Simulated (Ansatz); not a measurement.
# Lattice dynamics of In2Se (model cell, started as antifluorite)

The cell of In2Se (model cell, started as antifluorite) is at rest. What are its phonons?

Main program and level: Ansatz 0.2.0; DFT PBEsol, scalar-relativistic, plane waves, norm-conserving pseudopotentials.

The structure was built from a prototype and need not be the compound's stable phase.

## (1) Set-up

The structure is cubic, space group Fm-3m (No. 225). Conventional cell: a = 7.174 Å, b = 7.174 Å, c = 7.174 Å, α = 90.00°, β = 90.00°, γ = 90.00°. Se has 8 In at 3.11 Å nearest. In has 4 Se at 3.11 Å nearest. Farther neighbours and most contacts between anions are not listed.

## (2) Linear response at the zone centre

The cell comes from relaxations at this level that are not shown. The zone centre comes first: it holds the modes that light can see, as far as symmetry allows. No field response is asked, since the mesh shows no gap.

Contents of input.yaml:

```yaml
crystal:
  lattice:
    - [0.0, 3.5870045965, 3.5870045965]
    - [3.5870045965, 0.0, 3.5870045965]
    - [3.5870045965, 3.5870045965, 0.0]
  atoms:
    - { symbol: Se, position: [0.0, 0.0, 0.0] }
    - { symbol: In, position: [0.25, 0.25, 0.25] }
    - { symbol: In, position: [0.75, 0.75, 0.75] }
kpoints:
  mp_grid: { grid: [12, 12, 12] }
hamiltonian:
  xc: pbesol
  pseudopotentials: { kind: nc }
scf:
  occupations: { method: methfessel_paxton, width: 0.2 }
output:
  eigenvalues: true
phonons:
  method: dfpt
```

The run is started by

```console
> ansatz run input.yaml --threads 4 --pin off --max-ram 7168MiB --backend cpu --events-out ev --progress --plain --runs-dir out
```

Numbers of over 12 decimals in the logs are rounded to 6 here.

What it wrote:

```text
zone centre: on kpoints.mp_grid the ground state, and the responses unless they are solved on pairs of k-points, stand on 163 of the mesh's 1728 k-points, reduced under 8 symmetry operations, with k and −k counted as one. Each operation leaves every solved displacement unchanged or reverses it
Engine: ansatz 0.2.0, aarch64-unknown-linux-gnu
Pseudopotentials: kind: nc
Pseudopotential: Se, nc, valence charge 16, recommended cutoff 1170.089609 eV (normal), Se.nc.azcp (PseudoDojo's, or run here from an input of PseudoDojo's: the run reads no file of this project's for it)
Pseudopotential: In, nc, valence charge 13, recommended cutoff 952.398519 eV (normal), In.nc.azcp (PseudoDojo's, or run here from an input of PseudoDojo's: the run reads no file of this project's for it)
Functional definition: PBEsol
  exchange = pbesol_x
  correlation = pbesol_c
Crystal: 3 atoms, lattice volume = 92.305 Å³
Basis set: ecut = 1170.089609 eV, 8393 PW (Γ), exchange–correlation on 120×120×120 points (8 copies of the dense FFT grid, shifted against one another)
Bands: 26, of which v1, the nominal top of the filled ones, is band 21 counted from 1 (20 counted from 0)
Symmetry: 48 space group operations
k-points: 163 of 1728 (irreducible under 8 space group operations, time reversal used)
Non-local potential: Se, projectors of the file, l = 0: 2, l = 1: 2, l = 2: 2
Non-local potential: In, projectors of the file, l = 0: 2, l = 1: 2, l = 2: 2
Initial density: superposition of atomic densities (chi_scale 0.1, normalization cell, long waves kept (reshape's long-wave potential 0.00 eV rms))
Initial wavefunctions: pseudopotential atomic-orbital guess
Functional: x = pbesol(κ = 0.804, μ = 0.123457), c = pbesol(β = 0.046)
SCF iter   1: F=—  HF=-6904.892624 eV  |F-HF|=—  |Δ(HF+E_count)|=         —  Δρ=4.32e-2  dr2=3.36e0  ethr=3.10e-3  ⟨swp⟩=5.9  Hψ=17487  notcnv=0
preconditioner: auto → Kerker (q_TF=auto, 2.393 Å⁻¹)  [metal: Δε(μ)=0.070 eV  Ē_g=14.283 eV  σ=0.200 eV  W_gap=0.29  n_scr=14 (ndim 8)  ℏωp=21.9 eV  f_vac=0.050  D(μ)=0.40/eV (n_scr^D=0)]
SCF iter   2: F=—  HF=-6904.028183 eV  |F-HF|=—  |Δ(HF+E_count)|=   8.64e-1  S|Δr|=    0.00e0  Δρ=1.93e-2  dr2=6.18e-1  ethr=3.10e-3  ⟨swp⟩=3.0  Hψ=7725  notcnv=0  defer=24
SCF iter   3: F=—  HF=-6903.835871 eV  |F-HF|=—  |Δ(HF+E_count)|=   1.92e-1  S|Δr|=    0.00e0  Δρ=3.92e-3  dr2=1.64e-2  ethr=1.47e-3  ⟨swp⟩=3.9  Hψ=8922  notcnv=0  defer=24
SCF iter   4: F=—  HF=-6903.832832 eV  |F-HF|=—  |Δ(HF+E_count)|=   3.04e-3  S|Δr|=    0.00e0  Δρ=1.71e-3  dr2=4.60e-3  ethr=3.89e-5  ⟨swp⟩=2.5  Hψ=8089  notcnv=0  defer=11
SCF iter   5: F=—  HF=-6903.832102 eV  |F-HF|=—  |Δ(HF+E_count)|=   7.31e-4  S|Δr|=    0.00e0  Δρ=7.93e-4  dr2=7.77e-4  ethr=1.10e-5  ⟨swp⟩=2.1  Hψ=6843  notcnv=0  defer=11
SCF iter   6: F=—  HF=-6903.832454 eV  |F-HF|=—  |Δ(HF+E_count)|=   3.52e-4  S|Δr|=    0.00e0  Δρ=2.53e-4  dr2=8.11e-5  ethr=1.85e-6  ⟨swp⟩=3.0  Hψ=7794  notcnv=0  defer=11
SCF iter   7: F=—  HF=-6903.832560 eV  |F-HF|=—  |Δ(HF+E_count)|=   1.07e-4  S|Δr|=    0.00e0  Δρ=6.65e-5  dr2=3.14e-6  ethr=1.93e-7  ⟨swp⟩=3.0  Hψ=8421  notcnv=0  defer=11
SCF iter   8: F=—  HF=-6903.832836 eV  |F-HF|=—  |Δ(HF+E_count)|=   2.76e-4  S|Δr|=    0.00e0  Δρ=1.20e-5  dr2=1.05e-7  ethr=7.48e-9  ⟨swp⟩=2.6  Hψ=7171  notcnv=0  defer=11
SCF iter   9: F=—  HF=-6903.832837 eV  |F-HF|=—  |Δ(HF+E_count)|=   4.67e-7  S|Δr|=    0.00e0  Δρ=2.30e-6  dr2=2.01e-9  ethr=2.50e-10  ⟨swp⟩=4.2  Hψ=12407  notcnv=0  defer=11
SCF iter  10: F=—  HF=-6903.832837 eV  |F-HF|=—  |Δ(HF+E_count)|=   5.95e-9  S|Δr|=    0.00e0  Δρ=6.67e-7  dr2=1.20e-10  ethr=4.79e-12  ⟨swp⟩=2.8  Hψ=8426  notcnv=0  defer=11
SCF iter  11: F=-6903.832837 eV  HF=-6903.832837 eV  |F-HF|=3.64e-12  |Δ(HF+E_count)|=  2.23e-10  S|Δr|=    0.00e0  Δρ=1.23e-7  dr2=6.00e-12  ethr=1.00e-12  ⟨swp⟩=12.5  Hψ=32330  notcnv=0
SCF 1 converged in 11 iterations: F = -6903.832837 eV  dr2 = 6.00e-12
DFPT response loops at Γ: preconditioner auto → Kerker (q_TF=auto, 2.393 Å⁻¹) (partly filled bands, converged f_vac=0.077); β = 1.00, the filter's whole step (`scf.mixing.beta` (0.50) is not read by the response loops under this deck's `scf.mixing.preconditioner`; to damp them name `kerker` or `kerker_dos`, under which they read `scf.mixing.beta`, and type it under 1.00, their step now; both keys bind the ground state too); Broyden in place of MSR1
SCF converged after 11 iterations
Stability not checked: this state was not tested for a lower state beside it, because cold or Methfessel-Paxton smearing, or corrected tetrahedra, fill the levels in a way that the test cannot read (fill_not_monotonic; see scf.lower_state_search)
Free energy (F): -6903.832837 eV
Harris-Foulkes:  -6903.832837 eV  (|F-HF|=3.64e-12)
Internal energy: -6903.834453 eV  (E = F + TS)
E sigma→0 (E₀):  -6903.833241 eV
Entropy (-TS):   0.001616 eV (0.539 meV/atom)
Fermi energy:    8.027852 eV
Step filling:    the computed levels leave a gap of 0.0223 eV = 0.1 smearing widths at the electron count; against every level under it full and every level over it empty, smearing changes F+E_penalty+E_count by -0.048 meV and its σ→0 estimate by -0.452 meV
--- Per-component energies (eV) ---
  E_band       = -501.232959
  E_kinetic    = 4401.845350
  E_local      = -5561.673473  (includes V_loc(G=0)·N_el)
  E_nonlocal   = -2228.479681
  E_hartree    = 1986.259942
  E_xc         = -1729.312615
  E_vxc        = -1085.444976  (∫ρ·V_xc dr)
  E_ewald      = -3772.473977
  E_smearing   = 0.001616  (= −TS)
  E_closure    = 0.000000  (closes the sum)
  Σ components = -6903.832837   (vs F -6903.832837, Δ=0.00e0)
--- Band table (eV; the first three rows and the last of 163) ---
  k-point 0: bands = [... 17 lower, 5.1510, 5.1510, 5.1510, 6.4772, 8.2760, 8.2760, 8.2760, 12.5819, ... 1 higher]
  k-point 1: bands = [... 17 lower, 5.1078, 5.1078, 5.1460, 6.2353, 8.3650, 8.3650, 8.7694, 12.2673, ... 1 higher]
  k-point 2: bands = [... 17 lower, 4.8214, 5.0003, 5.0003, 6.3019, 8.5866, 8.5866, 9.6345, 11.8447, ... 1 higher]
  k-point 162: bands = [... 17 lower, 1.9363, 3.6495, 7.0925, 7.0925, 8.1792, 8.8980, 11.7040, 11.7040, ... 1 higher]
--- Phonons (Γ-DFPT): 2 representative perturbations + reference, on 163 of 1728 k-points (Σ response iterations 6) ---
  k mesh reduced under 8 symmetry operations, with k and −k counted as one. Each operation leaves every solved displacement unchanged or reverses it
  ASR residual: 2.502e-4 → 0.000e0 eV/Å²; symmetrization residual: 2.441e-5 eV/Å²
  ASR residual per site (eV/Å²): 2.50e-4 1.28e-4 1.28e-4
  Γ frequencies (cm⁻¹): 0.00 0.00 0.00 76.80 76.80 76.80 97.24 97.24 97.24
  non-analytic LO–TO correction: not included (Born effective charges unavailable; polar crystals: no LO–TO splitting at Γ)
```

Wall time 1.9 min (4 threads of Arm Neoverse V1, shared host); peak memory 4.2 GiB; 7.6 min of CPU time.

In the SCF lines HF is the Harris–Foulkes energy and dr2 the Hartree energy of the density residual, in eV; the loop may stop once dr2 is under the threshold and the program's other checks hold. Hψ counts applications of the Hamiltonian.

Numbers from this step:

```
volume per atom                                         : 30.77 Å³
gap on the k-mesh                                       : 0 eV
sum-rule residual before enforcement                    : 2.50e-4 eV/Å²
point group                                             : m-3m
highest optical mode at the zone centre (no LO-TO term) : 97.24 cm⁻¹
lowest optical zone-centre mode                         : 76.8 cm⁻¹
```

Patterns of degenerate modes are one choice out of their space. The modes at Γ (shares of kinetic energy by element, %):

| mode | frequency (cm⁻¹) | symmetry | Se % | In % |
| --- | --- | --- | --- | --- |
| 1 | 0.0 | acoustic | 26 | 74 |
| 2 | 0.0 | acoustic | 26 | 74 |
| 3 | 0.0 | acoustic | 26 | 74 |
| 4 | 76.8 | T2g | 0 | 100 |
| 5 | 76.8 | T2g | 0 | 100 |
| 6 | 76.8 | T2g | 0 | 100 |
| 7 | 97.2 | T1u | 74 | 26 |
| 8 | 97.2 | T1u | 74 | 26 |
| 9 | 97.2 | T1u | 74 | 26 |

Displacements in mode 4 (76.8 cm⁻¹), the largest set to 1:
```
Se1  0.00  0.00  0.00
In2  0.10  1.00 -0.66
In3 -0.10 -1.00  0.66
```

Displacements in mode 7 (97.2 cm⁻¹), the largest set to 1:
```
Se1  0.00  0.00  1.00
In2  0.00  0.00 -0.34
In3  0.00  0.00 -0.34
```

Before it was imposed, the acoustic sum rule was missed by 2.5e-4 eV/Å². Small misses are needed for a sound result but don't prove that mesh and cutoff are converged. The lowest optical mode is real, 76.8 cm⁻¹.

## (3) Phonons on a q mesh

Stability and thermal properties need the whole zone. Linear response on a 2×2×2 q mesh gives force constants as far as a supercell of that size would.

input.yaml, as its differences from that of step 2:

```diff
@@ -20 +20,8 @@
   method: dfpt
+  qmesh: [2, 2, 2]
+  temperatures: { t_max: 1000, t_step: 50 }
+  qpath:
+    path:
+      - [[0.0, 0.0, 0.0], [0.5, 0.0, 0.5], [0.625, 0.25, 0.625]]
+      - [[0.375, 0.375, 0.75], [0.0, 0.0, 0.0], [0.5, 0.5, 0.5], [0.5, 0.25, 0.75], [0.5, 0.0, 0.5]]
+    npoints: 10
```

What it wrote:

```text
Warning: phonons: the dynamical matrix that this run interpolates holds no multipole term above the dipole-dipole one, and a site of this crystal is no centre of inversion, so its interpolated transverse optical and acoustic branches and sound speeds can stay off near Gamma, and the density of states and the thermodynamics with them. What a run solves at a wave vector of phonons.qpoints, Gamma apart, where the deck admits one, is free of this, and under fd what a larger phonons.supercell samples
[... 7 set-up lines as in the run before ...]
Crystal: 3 atoms, lattice volume = 92.305 Å³
Basis set: ecut = 1170.089609 eV, 8393 PW (Γ), exchange–correlation on 120×120×120 points (8 copies of the dense FFT grid, shifted against one another)
Bands: 26, of which v1, the nominal top of the filled ones, is band 21 counted from 1 (20 counted from 0)
[... 1 set-up line as in the run before ...]
k-points: 72 of 1728
[... 5 set-up lines as in the run before ...]
SCF iter   1: F=—  HF=-6904.892552 eV  |F-HF|=—  |Δ(HF+E_count)|=         —  Δρ=4.32e-2  dr2=3.36e0  ethr=3.10e-3  ⟨swp⟩=5.8  Hψ=7674  notcnv=0
preconditioner: auto → Kerker (q_TF=auto, 2.393 Å⁻¹)  [metal: Δε(μ)=0.070 eV  Ē_g=14.283 eV  σ=0.200 eV  W_gap=0.29  n_scr=14 (ndim 8)  ℏωp=21.9 eV  f_vac=0.050  D(μ)=0.40/eV (n_scr^D=0)]
SCF iter   2: F=—  HF=-6904.028219 eV  |F-HF|=—  |Δ(HF+E_count)|=   8.64e-1  S|Δr|=    0.00e0  Δρ=1.93e-2  dr2=6.18e-1  ethr=3.10e-3  ⟨swp⟩=2.9  Hψ=3395  notcnv=0  defer=11
SCF iter   3: F=—  HF=-6903.835865 eV  |F-HF|=—  |Δ(HF+E_count)|=   1.92e-1  S|Δr|=    0.00e0  Δρ=3.92e-3  dr2=1.63e-2  ethr=1.47e-3  ⟨swp⟩=3.9  Hψ=3930  notcnv=0  defer=11
SCF iter   4: F=—  HF=-6903.832832 eV  |F-HF|=—  |Δ(HF+E_count)|=   3.03e-3  S|Δr|=    0.00e0  Δρ=1.71e-3  dr2=4.60e-3  ethr=3.89e-5  ⟨swp⟩=2.5  Hψ=3576  notcnv=0  defer=5
[...]
NSCF: frozen V_eff on 72 k-points
NSCF: frozen V_eff on 163 k-points
DFPT response loops at q = (0, 0, 0) (fractional): preconditioner auto → Kerker (q_TF=auto, 2.393 Å⁻¹) (partly filled bands, converged f_vac=0.077); β = 1.00, the filter's whole step (`scf.mixing.beta` (0.50) is not read by the response loops under this deck's `scf.mixing.preconditioner`; to damp them name `kerker` or `kerker_dos`, under which they read `scf.mixing.beta`, and type it under 1.00, their step now; both keys bind the ground state too); Broyden in place of MSR1
NSCF: frozen V_eff on 952 k-points
NSCF: frozen V_eff on 952 k-points
phonons.qmesh, q = [0.0000, 0.0000, -0.5000]: its response loops start from zero, take more passes and end by a threshold: the memory limit or budget leaves too little room for the subspace of the ground state's own states beside the solves, or none could be made (phonons.method)
NSCF: frozen V_eff on 952 k-points
Step stopped at a memory limit. What follows is not a result of the run: it is the report of the last solve that finished, which converged after 11 SCF iterations.
Free energy (F): -6903.832837 eV
Harris-Foulkes:  -6903.832837 eV  (|F-HF|=1.82e-12)
Internal energy: -6903.834453 eV  (E = F + TS)
E sigma→0 (E₀):  -6903.833241 eV
Entropy (-TS):   0.001616 eV (0.539 meV/atom)
Fermi energy:    8.027852 eV
Step filling:    the computed levels leave a gap of 0.0223 eV = 0.1 smearing widths at the electron count; against every level under it full and every level over it empty, smearing changes F+E_penalty+E_count by -0.048 meV and its σ→0 estimate by -0.452 meV
--- Per-component energies (eV) ---
  E_band       = -501.232967
  E_kinetic    = 4401.845364
  E_local      = -5561.673487  (includes V_loc(G=0)·N_el)
  E_nonlocal   = -2228.479687
  E_hartree    = 1986.259951
  E_xc         = -1729.312617
  E_vxc        = -1085.444978  (∫ρ·V_xc dr)
  E_ewald      = -3772.473977
  E_smearing   = 0.001616  (= −TS)
  E_closure    = -0.000000  (closes the sum)
  Σ components = -6903.832837   (vs F -6903.832837, Δ=0.00e0)
--- Band table (eV; the first three rows and the last of 72) ---
  k-point 0: bands = [... 17 lower, 5.1510, 5.1510, 5.1510, 6.4772, 8.2760, 8.2760, 8.2760, 12.5819, ... 1 higher]
  k-point 1: bands = [... 17 lower, 5.1078, 5.1078, 5.1460, 6.2353, 8.3650, 8.3650, 8.7694, 12.2673, ... 1 higher]
  k-point 2: bands = [... 17 lower, 4.8214, 5.0003, 5.0003, 6.3019, 8.5866, 8.5866, 9.6345, 11.8447, ... 1 higher]
  k-point 71: bands = [... 17 lower, 1.9363, 3.6495, 7.0925, 7.0925, 8.1792, 8.8980, 11.7040, 11.7040, ... 1 higher]
End of that report.
Error: memory limit exceeded: the `dfpt response` phase needs 7.13 GiB against the run's memory maximum of 7.00 GiB; largest carriers: scf state 3.10 GiB, retained responses 1.33 GiB, fixed right-hand sides 1.32 GiB, plane-wave basis 0.48 GiB, unmodelled-tail allowance 0.36 GiB; this run sums exchange and correlation at basis.xc_grid: 2, the cube of that many points for each of the dense grid. On files that bring a c [...]
with nothing else changed it takes a maximum of at least 7.13 GiB, with nothing to spare, and 7.85 GiB leaves up to a tenth: --max-ram 7.85GiB where that set the maximum, else more of the term that did, and with no share typed, where 7.85 GiB is over 0.88 of the host's memory or its container's limit, a share of 0.88 or more that holds the maximum too (--max-ram-frac F), where one does; The budget is ten elevenths of [...]
```

The job ended after 6.6 min (4 threads; peak memory 4.6 GiB).

The run ended with an error after its SCF cycle had converged; no result of it is taken.

The program's message: “memory limit exceeded: the `dfpt response` phase needs 7.13 GiB against the run's memory maximum of 7.00 GiB; largest carriers: scf state 3.10 GiB, retained responses 1.33 GiB, fixed right-hand sides …”

## (4) Isotope substitution, element In, natural mass 114.818 amu

An isotope changes the mass and not the force constants, so no new electronic calculation is needed; the shifts show which modes move this element.

The same force constants with the mass of In changed from 114.818 to 112.904 u (phonopy, no LO-TO term). Both lists are sorted by frequency; levels can cross, so a row need not hold one and the same mode. Modes under 3 cm⁻¹ are left out. Isotope shifts, by row:

| q | rank | natural mass (cm⁻¹) | changed mass (cm⁻¹) |
| --- | --- | --- | --- |
| 0 0 0 | 4 | 76.8 | 77.45 |
| 0 0 0 | 5 | 76.8 | 77.45 |
| 0 0 0 | 6 | 76.8 | 77.45 |
| 0 0 0 | 7 | 97.24 | 97.45 |
| 0 0 0 | 8 | 97.24 | 97.45 |
| 0 0 0 | 9 | 97.24 | 97.45 |

A mode of this element alone would shift by +0.84 %. The highest zone-centre frequency without the field goes from 97.2 to 97.5 cm⁻¹ (+0.2 %). The product of the frequency ratios over all optical modes at Γ is 1.032; the product rule, (m/m′)^(3k/2) (M′/M)^(3/2) with k = 2 such atoms and M the mass of the cell, gives 1.032.

## (5) Isotope substitution, element Se, natural mass 78.971 amu

The same for Se, from 78.97 to 81.92 u.

The same force constants with the mass of Se changed from 78.971 to 81.917 u (phonopy, no LO-TO term). Both lists are sorted by frequency; levels can cross, so a row need not hold one and the same mode. Modes under 3 cm⁻¹ are left out. Isotope shifts, by row:

| q | rank | natural mass (cm⁻¹) | changed mass (cm⁻¹) |
| --- | --- | --- | --- |
| 0 0 0 | 4 | 76.8 | 76.8 |
| 0 0 0 | 5 | 76.8 | 76.8 |
| 0 0 0 | 6 | 76.8 | 76.8 |
| 0 0 0 | 7 | 97.24 | 95.93 |
| 0 0 0 | 8 | 97.24 | 95.93 |
| 0 0 0 | 9 | 97.24 | 95.93 |

A mode of this element alone would shift by -1.81 %. The highest zone-centre frequency without the field goes from 97.2 to 95.9 cm⁻¹ (-1.3 %). The product of the frequency ratios over all optical modes at Γ is 0.960; the product rule, (m/m′)^(3k/2) (M′/M)^(3/2) with k = 1 such atoms and M the mass of the cell, gives 0.960.

## (6) What came out

| Item | Value |
| --- | --- |
| space group (within 0.01 Å) | Fm-3m |
| volume per atom | 30.8 Å³ |
| electronic character | no gap on this mesh |
| highest optical mode at the zone centre (no LO-TO term) | 97.2 cm⁻¹ |
| lowest optical zone-centre mode | 76.8 cm⁻¹ |
| imaginary modes at Γ (the only wavevector solved) | none |

**Reading.** The structure is stable against zone-centre distortions, since no mode there is imaginary; other wavevectors were not solved, so zone-boundary instabilities are untested. The optical modes at Γ span 77 to 97 cm⁻¹. No dispersion was computed. The highest mode in this list at Γ, 97.2 cm⁻¹, is mostly motion of Se (74 % of the kinetic energy). With no gap, or one that is small against the smearing, the frequencies hang on the k mesh and the smearing, most of all near Kohn anomalies. The starting cell was built on a prototype and not taken from a measurement, so the phase need not exist. These are harmonic frequencies at zero temperature: anharmonic shifts, linewidths and thermal expansion are left out.

[Logs are printed without paths, hosts, clocks, repeated set-up lines and the standing remarks that a program may print on its own settings, such as how far it seeks lower states.]

[Hosts, paths, dates, database ids (printed as entryN), source tags and the programs' standing remarks are cut or masked in the printed files.]
